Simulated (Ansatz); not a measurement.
# Lattice dynamics of AgF (model cell, started as layered BN type)

Wanted: phonon frequencies of AgF (model cell, started as layered BN type) and what follows from them.

Main program and level: Ansatz 0.2.0; DFT PBEsol, scalar-relativistic, plane waves, PAW.

The structure was built from a prototype and need not be the compound's stable phase.

## (1) The starting structure

Symmetry: P6_3/mmc, No. 194, hexagonal system. The conventional cell has a = 3.952 Å, b = 3.952 Å, c = 5.704 Å, α = 90.00°, β = 90.00°, γ = 120.00°. Nearest to Ag lie 3 F at 2.28 Å. Nearest to F lie 3 Ag at 2.28 Å. Farther neighbours and most contacts between anions are not listed.

## (2) Relaxation, k-mesh 12×12×6

The cell and atoms are relaxed, since residual forces and stress would shift the frequencies.

Input file input.yaml:

```yaml
crystal:
  lattice:
    - [3.95185, 0.0, 0.0]
    - [-1.97592, 3.4224, 0.0]
    - [0.0, 0.0, 5.704]
  atoms:
    - { symbol: Ag, position: [0.333333, 0.666667, 0.25] }
    - { symbol: Ag, position: [0.666667, 0.333333, 0.75] }
    - { symbol: F, position: [0.666667, 0.333333, 0.25] }
    - { symbol: F, position: [0.333333, 0.666667, 0.75] }
kpoints:
  mp_grid: { grid: [12, 12, 6] }
hamiltonian:
  xc: pbesol
scf:
  occupations: { method: gaussian, width: 0.1 }
output:
  forces: true
  stress: true
  eigenvalues: true
  write_density: true
  write_potential: true
  elf: true
  volumetric_format: npy
relax:
  adjacent_minimum: "off"
  f_tol: 0.005
  max_steps: 80
  cell: { stress_tol: 0.05 }
```

On the command line:

```sh
$ ansatz run input.yaml --threads 4 --pin off --max-ram 7168MiB --backend cpu --events-out ev --progress --plain --runs-dir out
```

Numbers of over 12 decimals in the logs are rounded to 6 here.

The program printed:

```text
Warning: the atoms were moved onto the symmetric positions of the space group found under crystal.symmetry.tolerance 1.0e-5 (fractional; no operation is sought that the atoms, as they stand in a round, miss by more than twice it, and no atom is moved by as much as it), and the run uses the moved positions. Before a round's move an operation carried an atom to 3.95e-6 Å from where it should land, the largest such dist [...]
Engine: ansatz 0.2.0, aarch64-unknown-linux-gnu
Pseudopotentials: kind: paw
Pseudopotential: Ag, paw, valence charge 19, recommended cutoff 420 eV (normal), Ag.paw.azcp
Pseudopotential: F, paw, valence charge 7, recommended cutoff 420 eV (normal), F.paw.azcp
Functional definition: PBEsol
  exchange = pbesol_x
  correlation = pbesol_c
Crystal: 4 atoms, lattice volume = 77.146 Å³
Basis set: ecut = 420 eV, 1531 PW (Γ), exchange–correlation on 54×54×80 points (8 copies of the dense FFT grid, shifted against one another)
Bands: 32, of which v1, the nominal top of the filled ones, is band 26 counted from 1 (25 counted from 0)
Symmetry: 24 space group operations
Space group: P63/mmc (ITA 194), of the structure as read, at distance tolerance 4.3e-5 Å
k-points: 76 of 864
Non-local potential: Ag, projectors of the file, l = 0: 3, l = 1: 2, l = 2: 2, l = 3: 1
Non-local potential: F, projectors of the file, l = 0: 2, l = 1: 2, l = 2: 1
PAW form: soft (Blöchl's): semilocal exchange-correlation on the pseudo side does not see the compensation charge
PAW frozen core: Ag, regenerated for the run's functional, and the local potential with it (the file was generated under x = pbe(κ = 0.804, μ = 0.219515), c = pbe(β = 0.066725))
PAW frozen core: F, regenerated for the run's functional, and the local potential with it (the file was generated under x = pbe(κ = 0.804, μ = 0.219515), c = pbe(β = 0.066725))
PAW one-centre angular grid: Ag, 590 points (default); XC on 64 Gauss nodes
PAW one-centre angular grid: F, 110 points (default); XC on 64 Gauss nodes
Initial density: superposition of atomic densities (neutral atoms: chi_scale 0, normalization atom), corrected by the library's trained network
Initial wavefunctions: pseudopotential atomic-orbital guess
Functional: x = pbesol(κ = 0.804, μ = 0.123457), c = pbesol(β = 0.046)
SCF iter   1: F=—  HF=-16642.702769 eV  |F-HF|=—  |Δ(HF+E_count)|=         —  Δρ=1.38e-2  dr2=1.02e-1  ethr=1.77e-3  ⟨swp⟩=5.6  Hψ=8618  notcnv=0  defer=4
preconditioner: auto → Resta (q_TF=auto, 2.555 Å⁻¹)  ε∞=6.0  [insulator: Δε(μ)=0.171 eV  Ē_g=11.321 eV  σ=0.100 eV  W_gap=0.70  n_scr=22 (ndim 8)  ℏωp=25.4 eV  f_vac=0.210  D(μ)=0.24/eV (n_scr^D=0)  ε∞_Penn≈6.0]
SCF iter   2: F=—  HF=-16642.680057 eV  |F-HF|=—  |Δ(HF+E_count)|=   2.27e-2  Δρ=3.64e-3  dr2=4.57e-3  ethr=1.95e-4  ⟨swp⟩=2.0  Hψ=4737  notcnv=0  defer=107
SCF iter   3: F=—  HF=-16642.679277 eV  |F-HF|=—  |Δ(HF+E_count)|=   7.79e-4  Δρ=1.02e-3  dr2=5.04e-4  ethr=8.79e-6  ⟨swp⟩=2.0  Hψ=3621  notcnv=0  defer=107
SCF iter   4: F=—  HF=-16642.679485 eV  |F-HF|=—  |Δ(HF+E_count)|=   2.08e-4  Δρ=3.78e-4  dr2=9.68e-5  ethr=9.70e-7  ⟨swp⟩=1.2  Hψ=2354  notcnv=0  defer=107
SCF iter   5: F=—  HF=-16642.679717 eV  |F-HF|=—  |Δ(HF+E_count)|=   2.31e-4  Δρ=9.39e-5  dr2=1.35e-5  ethr=1.86e-7  ⟨swp⟩=2.1  Hψ=3202  notcnv=0  defer=107
SCF iter   6: F=—  HF=-16642.679740 eV  |F-HF|=—  |Δ(HF+E_count)|=   2.28e-5  Δρ=2.73e-5  dr2=6.82e-7  ethr=2.60e-8  ⟨swp⟩=2.0  Hψ=3529  notcnv=0  defer=107
SCF iter   7: F=-16642.679741 eV  HF=-16642.679741 eV  |F-HF|=1.25e-8  |Δ(HF+E_count)|=   1.17e-6  Δρ=9.76e-6  dr2=8.23e-8  ethr=1.92e-10  ⟨swp⟩=12.2  Hψ=16595  notcnv=0
SCF 1 converged in 7 iterations: F = -16642.679741 eV  dr2 = 8.23e-8
  greatest PAW one-centre occupation: 1.001 electrons in one spin orbital (limit 2), on the Ag atom at site 1 (counted from 0), in its partial waves of l = 0
relax step   1: F+E_penalty+E_count = -16642.67974082 eV  Δ(F+E_penalty+E_count) = +0.000e0 eV  max|allowed force component| = 4.395e-17 eV/Å  Δτ_max = 0.0000 Å  P = -2.219 GPa  Ω = 77.146 Å³  (7 SCF iters, dr2 threshold 1.00e-7 eV, accepted)
Crystal: 4 atoms, lattice volume = 72.523 Å³
Basis set: ecut = 420 eV, 1447 PW (Γ), exchange–correlation on 54×54×80 points (8 copies of the dense FFT grid, shifted against one another)
Initial density: handed on by an earlier stage of this run
Initial wavefunctions: those handed on with the density
iter 1 solved again at ethr=1.41e-4 eV; its pass at ethr=3.10e-3 eV (dr2=7.32e-2 eV) is discarded
SCF iter   1: F=—  HF=-16642.790339 eV  |F-HF|=—  |Δ(HF+E_count)|=         —  Δρ=9.91e-3  dr2=7.35e-2  ethr=1.41e-4  ⟨swp⟩=1.0  Hψ=11255  notcnv=0
preconditioner: auto → none  [metal: Δε(μ)=0.133 eV  Ē_g=11.691 eV  σ=0.100 eV  W_gap=0.48  n_scr=22 (ndim 8)  ℏωp=26.2 eV  f_vac=0.192  D(μ)=0.21/eV (n_scr^D=0)]
SCF iter   2: F=—  HF=-16642.784153 eV  |F-HF|=—  |Δ(HF+E_count)|=   6.19e-3  Δρ=1.11e-2  dr2=5.44e-2  ethr=1.41e-4  ⟨swp⟩=2.0  Hψ=4253  notcnv=0
preconditioner: auto → Resta (q_TF=auto, 2.581 Å⁻¹)  ε∞=6.0  [insulator: Δε(μ)=0.121 eV  Ē_g=11.732 eV  σ=0.100 eV  W_gap=0.53  n_scr=22 (ndim 8)  ℏωp=26.2 eV  f_vac=0.192  D(μ)=0.26/eV (n_scr^D=0)  ε∞_Penn≈6.0]
SCF iter   3: F=—  HF=-16642.770771 eV  |F-HF|=—  |Δ(HF+E_count)|=   1.34e-2  Δρ=2.06e-3  dr2=1.26e-3  ethr=1.05e-4  ⟨swp⟩=2.0  Hψ=4391  notcnv=0  defer=86
SCF iter   4: F=—  HF=-16642.770174 eV  |F-HF|=—  |Δ(HF+E_count)|=   5.97e-4  Δρ=2.19e-4  dr2=2.74e-5  ethr=2.43e-6  ⟨swp⟩=2.1  Hψ=3637  notcnv=0  defer=86
SCF iter   5: F=—  HF=-16642.770322 eV  |F-HF|=—  |Δ(HF+E_count)|=   1.48e-4  Δρ=1.07e-4  dr2=7.11e-6  ethr=5.27e-8  ⟨swp⟩=2.0  Hψ=4241  notcnv=0  defer=86
SCF iter   6: F=—  HF=-16642.770322 eV  |F-HF|=—  |Δ(HF+E_count)|=   4.58e-7  Δρ=3.19e-5  dr2=8.96e-7  ethr=1.37e-8  ⟨swp⟩=2.1  Hψ=3497  notcnv=0  defer=86
SCF iter   7: F=-16642.770324 eV  HF=-16642.770324 eV  |F-HF|=1.77e-7  |Δ(HF+E_count)|=   1.18e-6  Δρ=9.83e-6  dr2=1.39e-7  ethr=7.69e-10  ⟨swp⟩=11.5  Hψ=16338  notcnv=0
SCF 2 converged in 7 iterations: F = -16642.770324 eV  dr2 = 1.39e-7
  greatest PAW one-centre occupation: 1.000 electrons in one spin orbital (limit 2), on the Ag atom at site 1 (counted from 0), in its partial waves of l = 0
relax step   2: F+E_penalty+E_count = -16642.77032368 eV  Δ(F+E_penalty+E_count) = -9.058e-2 eV  max|allowed force component| = 4.395e-17 eV/Å  Δτ_max = 0.0000 Å  P = -0.295 GPa  Ω = 72.523 Å³  energy of the carried Pulay correction = +1.162e-2 eV  (7 SCF iters, dr2 threshold 4.00e-7 eV, accepted)
Crystal: 4 atoms, lattice volume = 70.532 Å³
[...]
SCF iter   4: F=—  HF=-16642.827663 eV  |F-HF|=—  |Δ(HF+E_count)|=   2.48e-4  Δρ=1.78e-4  dr2=1.51e-5  ethr=1.10e-6  ⟨swp⟩=2.4  Hψ=3932  notcnv=0
SCF iter   5: F=—  HF=-16642.827832 eV  |F-HF|=—  |Δ(HF+E_count)|=   1.70e-4  Δρ=7.88e-5  dr2=2.60e-6  ethr=2.90e-8  ⟨swp⟩=2.0  Hψ=3713  notcnv=0
SCF iter   6: F=-16642.827834 eV  HF=-16642.827834 eV  |F-HF|=1.75e-7  |Δ(HF+E_count)|=   1.19e-6  Δρ=1.39e-5  dr2=1.05e-7  ethr=7.69e-10  ⟨swp⟩=6.1  Hψ=16718  notcnv=0
SCF 3 converged in 6 iterations: F = -16642.827834 eV  dr2 = 1.05e-7
relax step   3: F+E_penalty+E_count = -16642.82783376 eV  Δ(F+E_penalty+E_count) = -5.751e-2 eV  max|allowed force component| = 3.469e-17 eV/Å  Δτ_max = 0.0000 Å  P = +0.165 GPa  Ω = 70.532 Å³  energy of the carried Pulay correction = +1.739e-2 eV  (6 SCF iters, dr2 threshold 4.00e-7 eV, accepted)
[... from here on, the SCF cycles and remarks between the steps are left out ...]
relax step   4: F+E_penalty+E_count = -16642.84800074 eV  Δ(F+E_penalty+E_count) = -2.017e-2 eV  max|allowed force component| = 1.388e-17 eV/Å  Δτ_max = 0.0000 Å  P = +1.013 GPa  Ω = 69.045 Å³  energy of the carried Pulay correction = +2.204e-2 eV  (6 SCF iters, dr2 threshold 4.00e-7 eV, accepted)
relax step   5: F+E_penalty+E_count = -16642.84807100 eV  Δ(F+E_penalty+E_count) = -7.026e-5 eV  max|allowed force component| = 2.082e-17 eV/Å  Δτ_max = 0.0000 Å  P = -0.095 GPa  Ω = 70.305 Å³  energy of the carried Pulay correction = +1.877e-2 eV  (6 SCF iters, dr2 threshold 4.00e-7 eV, accepted)
relax step   6: F+E_penalty+E_count = -16642.84864383 eV  Δ(F+E_penalty+E_count) = -5.728e-4 eV  max|allowed force component| = 4.048e-17 eV/Å  Δτ_max = 0.0000 Å  P = -0.007 GPa  Ω = 70.190 Å³  energy of the carried Pulay correction = +1.914e-2 eV  (5 SCF iters, dr2 threshold 1.08e-7 eV, accepted)
relax step   7: F+E_penalty+E_count = -16642.84849602 eV  Δ(F+E_penalty+E_count) = +1.478e-4 eV  max|allowed force component| = 4.048e-17 eV/Å  Δτ_max = 0.0000 Å  P = -0.045 GPa  Ω = 70.190 Å³  stress off target by 3.72e-1 GPa  SCF on the basis re-selected at this cell (its energy is not comparable with the rows above)  (8 SCF iters)
relax step   8: F+E_penalty+E_count = -16642.84984057 eV  Δ(F+E_penalty+E_count) = -1.345e-3 eV  max|allowed force component| = 6.476e-17 eV/Å  Δτ_max = 0.0000 Å  P = +0.056 GPa  Ω = 70.158 Å³  energy of the carried Pulay correction = +7.921e-5 eV  (6 SCF iters, dr2 threshold 3.45e-7 eV, accepted)
relax step   9: F+E_penalty+E_count = -16642.84966457 eV  Δ(F+E_penalty+E_count) = +1.760e-4 eV  max|allowed force component| = 5.551e-17 eV/Å  Δτ_max = 0.0000 Å  P = -0.010 GPa  Ω = 70.234 Å³  energy of the carried Pulay correction = -1.081e-4 eV  (5 SCF iters, dr2 threshold 1.05e-8 eV, accepted)
relax step  10: F+E_penalty+E_count = -16642.85004365 eV  Δ(F+E_penalty+E_count) = -3.791e-4 eV  max|allowed force component| = 5.435e-17 eV/Å  Δτ_max = 0.0000 Å  P = -0.001 GPa  Ω = 70.234 Å³  stress off target by 6.94e-2 GPa  SCF on the basis re-selected at this cell (its energy is not comparable with the rows above)  (7 SCF iters)
relax step  11: F+E_penalty+E_count = -16642.85004079 eV  Δ(F+E_penalty+E_count) = +2.858e-6 eV  max|allowed force component| = 3.701e-17 eV/Å  Δτ_max = 0.0000 Å  P = +0.002 GPa  Ω = 70.255 Å³  energy of the carried Pulay correction = -5.797e-5 eV  (6 SCF iters, dr2 threshold 1.20e-8 eV, accepted)
iter 1 solved again at ethr=1.51e-8 eV; its pass at ethr=3.10e-3 eV (dr2=7.85e-6 eV) is discarded
SCF iter   1: F=—  HF=-16642.850053 eV  |F-HF|=—  |Δ(HF+E_count)|=         —  Δρ=1.62e-5  dr2=2.98e-8  ethr=1.51e-8  ⟨swp⟩=3.0  Hψ=15043  notcnv=0
SCF iter   2: F=—  HF=-16642.850133 eV  |F-HF|=—  |Δ(HF+E_count)|=   7.97e-5  Δρ=8.54e-6  dr2=8.81e-9  ethr=5.73e-11  ⟨swp⟩=2.1  Hψ=4266  notcnv=0
SCF iter   3: F=—  HF=-16642.850133 eV  |F-HF|=—  |Δ(HF+E_count)|=   1.52e-8  Δρ=3.13e-6  dr2=2.07e-9  ethr=1.69e-11  ⟨swp⟩=2.1  Hψ=3700  notcnv=0
SCF iter   4: F=—  HF=-16642.850133 eV  |F-HF|=—  |Δ(HF+E_count)|=   3.38e-9  Δρ=8.53e-7  dr2=5.09e-10  ethr=3.99e-12  ⟨swp⟩=2.0  Hψ=3525  notcnv=0
SCF iter   5: F=—  HF=-16642.850133 eV  |F-HF|=—  |Δ(HF+E_count)|=  2.66e-10  Δρ=4.72e-7  dr2=2.12e-10  ethr=1.00e-12  ⟨swp⟩=2.1  Hψ=3722  notcnv=0
SCF iter   6: F=—  HF=-16642.850133 eV  |F-HF|=—  |Δ(HF+E_count)|=  2.22e-10  Δρ=1.77e-7  dr2=4.09e-11  ethr=1.00e-12  ⟨swp⟩=2.1  Hψ=3154  notcnv=0
SCF iter   7: F=-16642.850133 eV  HF=-16642.850133 eV  |F-HF|=0.00e0  |Δ(HF+E_count)|=  6.18e-11  Δρ=6.44e-8  dr2=1.37e-12  ethr=1.00e-12  ⟨swp⟩=5.1  Hψ=9913  notcnv=0
SCF 12 converged in 7 iterations: F = -16642.850133 eV  dr2 = 1.37e-12
relax step  12: F+E_penalty+E_count = -16642.85013276 eV  Δ(F+E_penalty+E_count) = -9.197e-5 eV  max|allowed force component| = 5.782e-17 eV/Å  Δτ_max = 0.0000 Å  P = +0.003 GPa  Ω = 70.255 Å³  stress off target by 1.89e-2 GPa  SCF on the basis re-selected at this cell (its energy is not comparable with the rows above)  (7 SCF iters)
basis re-selected at this cell: Δ(F+E_penalty+E_count) = -9.197e-5 eV, ΔP = +0.001 GPa vs the last step (what re-selecting the basis moved, of the pressure what is left beyond the Pulay correction that the steps carried, after the strain that the cell walked since its last selection, with what the two solves' SCF thresholds leave and, on support functions, any second-order correction that the steps lacked; it is no m [...]
SCF converged after 7 iterations
Free energy (F): -16642.850133 eV
Harris-Foulkes:  -16642.850133 eV  (|F-HF|=0.00e0)
Internal energy: -16642.847630 eV  (E = F + TS)
E sigma→0 (E₀):  -16642.848881 eV
Entropy (-TS):   -0.002503 eV (-0.626 meV/atom)
Fermi energy:    7.088559 eV
--- Per-component energies (eV) ---
  E_band       = -788.574806
  E_kinetic    = 1466.958346
  E_local      = -7212.970704  (includes V_loc(G=0)·N_el)
  E_nonlocal   = 322.869417
  E_hartree    = 3131.860085
  E_xc         = -518.414604
  E_vxc        = -663.177217  (∫ρ·V_xc dr)
  E_paw        = -8064.173460  (= ΣΔE_a)
  E_vpaw       = -965.979383  (= ΣTr[D̂ρ^β])
  E_aug_tail   = 0.004613  (compensation charges beyond the density's cutoff)
  E_ewald      = -5769.711686
  E_core_change = 0.730363  (= ΣΔE_core)
  E_smearing   = -0.002503  (= −TS)
  E_closure    = 0.000000  (closes the sum)
  Σ components = -16642.850133   (vs F -16642.850133, Δ=0.00e0)
--- Forces (eV/Å), atoms counted from 1 ---
  atom   1  Ag    -0.00000000    -0.00000000     0.00000000
  atom   2  Ag     0.00000000     0.00000000     0.00000000
  atom   3  F     -0.00000000    -0.00000000     0.00000000
  atom   4  F      0.00000000     0.00000000     0.00000000
  max |Σ_I F_I| component: 9.25e-18 eV/Å
--- Stress (GPa, compression-positive) ---
        0.013917       0.000000       0.000000
        0.000000       0.013917       0.000000
        0.000000       0.000000      -0.018862
  P = ⅓ Tr σ = 0.0030 GPa (0.030 kbar)
--- Band table (eV; the first three rows and the last of 76) ---
  k-point 0: bands = [... 22 lower, 6.5688, 6.5688, 6.5773, 6.5773, 6.6969, 12.6686, 14.3304, 17.9525, ... 2 higher]
  k-point 1: bands = [... 22 lower, 6.5721, 6.5721, 6.5787, 6.5787, 7.1350, 11.9228, 15.2968, 17.8707, ... 2 higher]
  k-point 2: bands = [... 22 lower, 6.5794, 6.5794, 6.5825, 6.5825, 8.2662, 10.7807, 17.0887, 17.7028, ... 2 higher]
  k-point 75: bands = [... 22 lower, 5.8323, 5.8323, 7.0195, 7.0195, 13.0316, 13.0316, 13.7096, 13.7096, ... 2 higher]
--- Relaxed structure (9 steps of the walk, 9 accepted, 3 SCFs on fresh bases) ---
  F+E_penalty+E_count = -16642.85013276 eV   max|allowed force component| = 5.782e-17 eV/Å   (the final SCF, on the basis selected at the relaxed cell)
  cell:  # Å, volume = 70.2547 Å³
    - [4.100062, -2.9950188330031833e-6, 0.0]
    - [-2.050029, 3.550760, 0.0]
    - [0.0, 0.0, 4.825737]
  atoms:
    - { symbol: Ag, position: [0.333333, 0.666667, 0.250000] }
    - { symbol: Ag, position: [0.666667, 0.333333, 0.750000] }
    - { symbol: F, position: [0.666667, 0.333333, 0.250000] }
    - { symbol: F, position: [0.333333, 0.666667, 0.750000] }
```

The job ended after 26 s (4 threads of Arm Neoverse V2, shared host; peak memory 0.47 GiB; 1.7 min of CPU time).

Relaxation path:

```csv
step,energy less that of the first step (eV),largest force component (eV/Å),pressure (GPa),volume (Å³)
1,0.0000,0.0000,-2.22,77.15
2,-0.0906,0.0000,-0.29,72.52
3,-0.1481,0.0000,0.16,70.53
4,-0.1683,0.0000,1.01,69.05
5,-0.1683,0.0000,-0.10,70.30
6,-0.1689,0.0000,-0.01,70.19
7*,-0.1688,0.0000,-0.05,70.19
8,-0.1701,0.0000,0.06,70.16
9,-0.1699,0.0000,-0.01,70.23
10*,-0.1703,0.0000,0.00,70.23
11,-0.1703,0.0000,0.00,70.25
12*,-0.1704,0.0000,0.00,70.25
```

Relaxation steps marked * repeat the geometry before them on a plane-wave basis chosen anew for their cell, so energy and pressure can jump there.

Forces are held to the 24 operations that the run works with; a distortion that breaks them can't arise in this run.

```csv
cell as run,before,after,change
a (Å),3.952,4.100,+3.8 %
b (Å),3.952,4.100,+3.8 %
c (Å),5.704,4.826,-15.4 %
volume (Å³/atom),19.29,17.56,-8.9 %
```

The relaxed structure:

```xyz
4
Lattice="4.1001 0.0000 0.0000 -2.0500 3.5508 0.0000 0.0000 0.0000 4.8257" Properties=species:S:1:pos:R:3 pbc="T T T"
Ag    0.0000    2.3672    1.2064
Ag    2.0500    1.1836    3.6193
F     2.0500    1.1836    1.2064
F     0.0000    2.3672    3.6193
```

Numbers from this step:

```yaml
pressure: 0.002991 GPa
volume_per_atom: 17.56 Å³
gap_on_the_k_mesh: 0 eV
```

Electrostatic potential energy in the ac plane at fractional y = 0.333, with atoms of Ag and F within 0.2 Å of it. With pseudopotentials it is smooth inside the atoms' cores, unlike the true potential.

Ten even steps from '_' (-34 eV) to '@' (12 eV), each cell a mean:
```
@@@@@@@@@@@@@@%%##****##@@@@
@@@@@@@@@@@@%%**------++##@@
@@@@@@@@@@@@**--..__..::**%%
@@@@@@@@@@@@**--______..++%%
@@@@@@@@@@@@**--______::++%%
@@@@@@@@@@@@##++::::::==##%%
@@@@@@@@@@@@%%##++++++##%%@@
@@@@@@@@@@@@@@@@%%%%%%@@@@@@
@@@@@@@@@@@@@@@@@@@@@@@@@@@@
@@@@@@@@@@@@@@@@##++**@@@@@@
@@@@@@@@@@@@@@##::__..++@@@@
@@@@%%@@@@@@@@++______::@@@@
@@@@%%@@@@@@@@**..____==@@@@
@@@@@@@@@@@@@@@@++--==%%@@@@
@@@@@@@@@@@@@@@@@@@@@@@@@@@@
@@@@@@@@@@@@@@@@@@@@@@@@@@@@
```
Columns run along a (4.1 Å; values clipped at the 3rd and 97th percentile), rows up along c (4.8 Å). Atoms in or near the plane, at fractional coordinates: Ag at (0.67, 0.75), F at (0.67, 0.25).

Valence density in the ac plane at fractional y = 0.333, with atoms of Ag and F within 0.2 Å of it. It is the smooth field of the valence electrons, not physical close to the nuclei.

Ten steps, logarithmic in the rise over the least value, from '0' (0 e/Å³) to '9' (19 e/Å³), each cell a mean:
```
00000011333210
00000023666421
00000136898741
00000146999842
00000136899742
00000024777531
00000012444310
00000001121100
00000001121100
00000012444310
00110013677521
01110124798621
01110024787521
00000012565310
00000001222100
00000000111100
```
Columns run along a (4.1 Å), rows up along c (4.8 Å). Atoms in or near the plane, at fractional coordinates: Ag at (0.67, 0.75), F at (0.67, 0.25).

ELF in the ac plane at fractional y = 0.333, with atoms of Ag and F within 0.2 Å of it. It is the smooth field of the valence electrons, not physical close to the nuclei.

Ten even steps from '0' (0.03) to '9' (0.82), each cell a mean:
```
00000001232210
00000023565421
00100035787631
00110136899741
00110035898641
00000024676521
00000012344310
00000000010000
00000001222100
00110025898730
01110048989951
01210059867961
01210048978961
01110037999840
00000002454310
00000000000000
```
Columns run along a (4.1 Å), rows up along c (4.8 Å). Atoms in or near the plane, at fractional coordinates: Ag at (0.67, 0.75), F at (0.67, 0.25).

In this step the volume went from 19.29 to 17.56 Å³/atom.

## (3) Bringing the structure to rest, k-mesh 12×12×8

The relaxation is repeated from its end, on the mesh and smearing that suit the cell and gap now reached.

input.yaml, the sections that differ from step 2:

```yaml
crystal:
  lattice:
    - [4.1000624744, -2.995e-06, 0.0]
    - [-2.0500286434, 3.5507597574, 0.0]
    - [0.0, 0.0, 4.8257371009]
  atoms:
    - { symbol: Ag, position: [0.3333333333, 0.6666666667, 0.25] }
    - { symbol: Ag, position: [0.6666666667, 0.3333333333, 0.75] }
    - { symbol: F, position: [0.6666666667, 0.3333333333, 0.25] }
    - { symbol: F, position: [0.3333333333, 0.6666666667, 0.75] }
kpoints:
  mp_grid: { grid: [12, 12, 8] }
# hamiltonian, scf, output, relax: as in step 2
```

The program printed:

```text
[...]
Crystal: 4 atoms, lattice volume = 70.255 Å³
Basis set: ecut = 420 eV, 1349 PW (Γ), exchange–correlation on 60×60×72 points (8 copies of the dense FFT grid, shifted against one another)
Bands: 32, of which v1, the nominal top of the filled ones, is band 26 counted from 1 (25 counted from 0)
Symmetry: 24 space group operations
[...]
k-points: 95 of 1152
[...]
--- Relaxed structure (1 steps of the walk, 1 accepted, 1 SCFs on fresh bases) ---
[...]
cell:  # Å, volume = 70.2547 Å³
    - [4.100062, -2.9950311281187646e-6, 0.0]
    - [-2.050029, 3.550760, 0.0]
    - [0.0, 0.0, 4.8257371009]
  atoms:
    - { symbol: Ag, position: [0.333333, 0.666667, 0.25] }
    - { symbol: Ag, position: [0.666667, 0.333333, 0.75] }
    - { symbol: F, position: [0.666667, 0.333333, 0.25] }
    - { symbol: F, position: [0.333333, 0.666667, 0.75] }
[key lines of the parts left out:]
SCF converged after 7 iterations
Free energy (F): -16642.849925 eV
Fermi energy:    7.070701 eV
P = ⅓ Tr σ = -0.0120 GPa (-0.120 kbar)
```

Run time: 5.7 s. Hardware: 4 threads; peak memory 0.48 GiB; 22 s of CPU time.

Little changed from the start: no atom moved by 0.005 Å and no cell edge by 0.1 %.

This step gave:

```yaml
pressure: -0.01197 GPa
```

In this step the volume went from 17.56 to 17.56 Å³/atom.

[end of part 1 of 2]

[Logs are printed without paths, hosts, clocks, repeated set-up lines and the standing remarks that a program may print on its own settings, such as how far it seeks lower states.]

[Hosts, paths, dates, database ids (printed as entryN), source tags and the programs' standing remarks are cut or masked in the printed files.]
